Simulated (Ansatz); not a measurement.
# Stretching the linear Se chain, part 3 of 3

Does stretching change the magnetism or the channel count of the linear Se chain?

Ansatz 0.2.0; DFT RPBE, plane waves, PAW; relaxation of a chain's period (the session's first sound run).

So far, conductance of the lead as this run defines it (G₀): 3.00 in steps 3, 6, 7, 8 and 9.

### 10. At a set period, period over the relaxed period 1.2, k-mesh 1×1×28

Level of this step: DFT RPBE, plane waves, PAW; channels and complex bands of a perfect chain (Ansatz).

The period is set to 1.2 times the relaxed one: longer bonds narrow the bands.

The cell differs from the one that the last finished run ended in (c 2.695 → 2.862 Å).

Input file input.yaml:

```yaml
crystal:
  lattice:
    - [7.5, 0.0, 0.0]
    - [0.0, 7.5, 0.0]
    - [0.0, 0.0, 2.8622132696]
  atoms:
    - { symbol: Se, position: [0.5, 0.5, 0.0], spin: 0.3 }
magnetization:
  spin_polarized: true
kpoints:
  mp_grid: { grid: [1, 1, 28] }
scf:
  occupations: { method: fermi_dirac, width: 0.05 }
hamiltonian:
  xc: rpbe
output:
  transmission:
    e_range: [-2, 2]
    de: 0.035
    kmesh: [1, 1]
    reduced_basis: true
    leads: [[0, 0]]
  stress: true
```

Launch:

```
> ansatz run input.yaml --threads 4 --pin off --max-ram 8192MiB --backend cpu --events-out ev --progress --plain --runs-dir out
```

Numbers of over 12 decimals in the logs are rounded to 6 here.

Log:

```text
[...]
Crystal: 1 atoms, lattice volume = 160.999 Å³
Basis set: ecut = 420 eV, 3145 PW (Γ)
Bands: 13, of which v1, the nominal top of the filled ones, is band 8 counted from 1 (7 counted from 0)
Symmetry: 16 space group operations
[...]
k-points: 15 of 28
[...]
Starting moments: Σ|m| = 0.3 μB on 1 of 1 site
[...]
--- Transmission ---
  basis      : 497 plane waves across, 4 finite elements along
  points     : 1, standing for a mesh of 1 x 1
[...]
crystal 0  : Se1, at the sites [0, 0], period 2.8622 Å: whole cells are its period
[...]
filled         : 4.2 meV over the level at which it is neutral
    channels       : 3.000000e0 up, 3.000000e0 down
[...]
[key lines of the parts left out:]
SCF converged after 15 iterations
Magnetization: -0.0000 μB (8.0000 up, 8.0000 down)
Free energy (F): -5474.054379 eV
Fermi energy:    -4.069700 eV
P = ⅓ Tr σ = -1.7397 GPa (-17.397 kbar)
```

It took 11 s on 4 threads of Arm Neoverse V2, shared host; peak memory 0.39 GiB.

At the computed energy nearest the Fermi level there are 3 spin-up and 3 spin-down channels, and the thermal average gives 3.00 G₀. The change of length costs 0.619 eV a cell and leaves no moment.

### 11. At a set period, period over the relaxed period 1.3, k-mesh 1×1×26

The period is set to 1.3 times the relaxed one: longer bonds narrow the bands.

The cell differs from the one that the last finished run ended in (c 2.862 → 3.101 Å).

input.yaml, as its differences from that of step 10:

```diff
@@ -4,3 +4,3 @@
     - [0.0, 7.5, 0.0]
-    - [0.0, 0.0, 2.8622132696]
+    - [0.0, 0.0, 3.100731042]
   atoms:
@@ -10,3 +10,3 @@
 kpoints:
-  mp_grid: { grid: [1, 1, 28] }
+  mp_grid: { grid: [1, 1, 26] }
 scf:
```

Log:

```text
[...]
Crystal: 1 atoms, lattice volume = 174.416 Å³
Basis set: ecut = 420 eV, 3427 PW (Γ)
Bands: 13, of which v1, the nominal top of the filled ones, is band 8 counted from 1 (7 counted from 0)
Symmetry: 16 space group operations
[...]
k-points: 14 of 26
[...]
Starting moments: Σ|m| = 0.3 μB on 1 of 1 site
[...]
--- Transmission ---
  basis      : 497 plane waves across, 4 finite elements along
  points     : 1, standing for a mesh of 1 x 1
[...]
crystal 0  : Se1, at the sites [0, 0], period 3.1007 Å: whole cells are its period
[...]
filled         : 11.6 meV over the level at which it is neutral
    channels       : 1.000000e0 up, 3.000000e0 down
[...]
[key lines of the parts left out:]
SCF converged after 19 iterations
Magnetization: 1.1664 μB (8.5832 up, 7.4168 down)
Free energy (F): -5473.702817 eV
Fermi energy:    -4.200780 eV
P = ⅓ Tr σ = -1.2103 GPa (-12.103 kbar)
```

Elapsed: 12 s, on 4 threads; peak memory 0.4 GiB.

At the computed energy nearest the Fermi level there are 1 spin-up and 3 spin-down channels, and the thermal average gives 2.00 G₀. The change of length costs 0.970 eV a cell and leaves an absolute moment of 1.17 μB a cell.

Between step 3 and this run (period over the relaxed period 1.3 and k-mesh 1×1×26) the value for the conductance of the lead as this run defines it moves from 3.00 G₀ to 2.00 G₀ (-33 %).

### 12. Side by side

Times are for 4 threads of Arm Neoverse V2, shared host. The series side by side:

| no. | period over the relaxed period | conductance of the lead as this run defines it (G₀) | absolute moment (μB) | energy at zero smearing less the lowest (eV) | time | memory (GiB) |
| --- | --- | --- | --- | --- | --- | --- |
| 1 | 0.88 | 3.000 | 0 | 0.7184 | 16 s | 0.42 |
| 2 | 0.92 | 3.000 | 0 | 0.2801 | 15 s | 0.41 |
| 3 | 0.96 | 3.000 | 0 | 0.05876 | 14 s | 0.41 |
| 4 | 1 | 3.000 | 0 | 0 | 14 s | 0.4 |
| 5 | 1.04 | 3.000 | 0 | 0.03186 | 19 s | 0.46 |
| 6 | 1.08 | 3.000 | 0 | 0.1386 | 18 s | 0.44 |
| 7 | 1.13 | 3.000 | 0 | 0.3255 | 16 s | 0.44 |
| 8 | 1.2 | 3.000 | 0 | 0.6191 | 11 s | 0.39 |
| 9 | 1.3 | 2.000 | 1.170 | 0.9703 | 12 s | 0.4 |

### 13. The same system on other settings

This step: DFT RPBE, plane waves, PAW; channels and complex bands of a perfect chain; changed: output.transmission.kpoints = null, output.transmission.kmesh = [8, 8, 1], scf.max_iter = 75 (Ansatz 0.2.0).

The input of the run at the relaxed period is made doubtful on purpose.

Input file input.yaml:

```yaml
crystal:
  lattice:
    - [7.5, 0.0, 0.0]
    - [0.0, 7.5, 0.0]
    - [0.0, 0.0, 2.3851777246]
  atoms:
    - { symbol: Se, position: [0.5, 0.5, 0.0], spin: 0.3 }
magnetization:
  spin_polarized: true
kpoints:
  mp_grid: { grid: [1, 1, 34] }
scf:
  occupations: { method: fermi_dirac, width: 0.05 }
  max_iter: 75
hamiltonian:
  xc: rpbe
output:
  transmission:
    e_range: [-2, 2]
    de: 0.035
    kmesh: [8, 8, 1]
    reduced_basis: true
    leads: [[0, 0]]
  stress: true
```

Log:

```text
Error: YAML parse error: error: line 21 column 5: invalid length 3, expected a tuple of size 2
  --> <input>:21:5
   |
19 |     e_range: [-2, 2]
20 |     de: 0.035
21 |     kmesh: [8, 8, 1]
   |     ^ invalid length 3, expected a tuple of size 2
22 |     reduced_basis: true
23 |     leads: [[0, 0]]
   |
```

It took 0.01 s on 4 threads; peak memory 0.05 GiB.

The program refused the input before any cycle.

The program's message: “Error: YAML parse error: error: line 21 column 5: invalid length 3, expected a tuple of size 2”

The change that led to it: output.transmission.kpoints = null and output.transmission.kmesh = [8, 8, 1].

### 14. Results

| Item | Value |
| --- | --- |
| relaxed cell length | 2.385 Å |
| conductance at period × 0.88 | 3.00 G₀ |
| conductance at period × 1.0 | 3.00 G₀ |
| conductance at period × 1.13 | 3.00 G₀ |
| conductance at period × 1.3 | 2.00 G₀ |
| absolute moment at period × 0.88 | 0 μB |
| absolute moment at period × 1.0 | 0 μB |
| absolute moment at period × 1.3 | 1.17 μB |

In words: In these runs no moment survives at the shortest period, and one is present from a factor of 1.3 on: longer bonds narrow the bands, which favours exchange splitting. The conductance goes from 3.00 G₀ at the shortest period to 2.00 G₀ at the longest, while the magnetic state changes too. Transport is coherent and elastic here: the atoms are frozen, so scattering by vibrations plays no part. No search over magnetic orders was made; another may lie lower. For the perfect chain only parallel moments were started; its antiparallel and spiral orders were not tested. The lead's cell of one atom keeps the chain straight and evenly spaced; a zigzag or dimerised form may lie lower.

[Logs are printed without paths, hosts, clocks, repeated set-up lines and the standing remarks that a program may print on its own settings, such as how far it seeks lower states.]

[Hosts, paths, dates, database ids (printed as entryN), source tags and the programs' standing remarks are cut or masked in the printed files.]
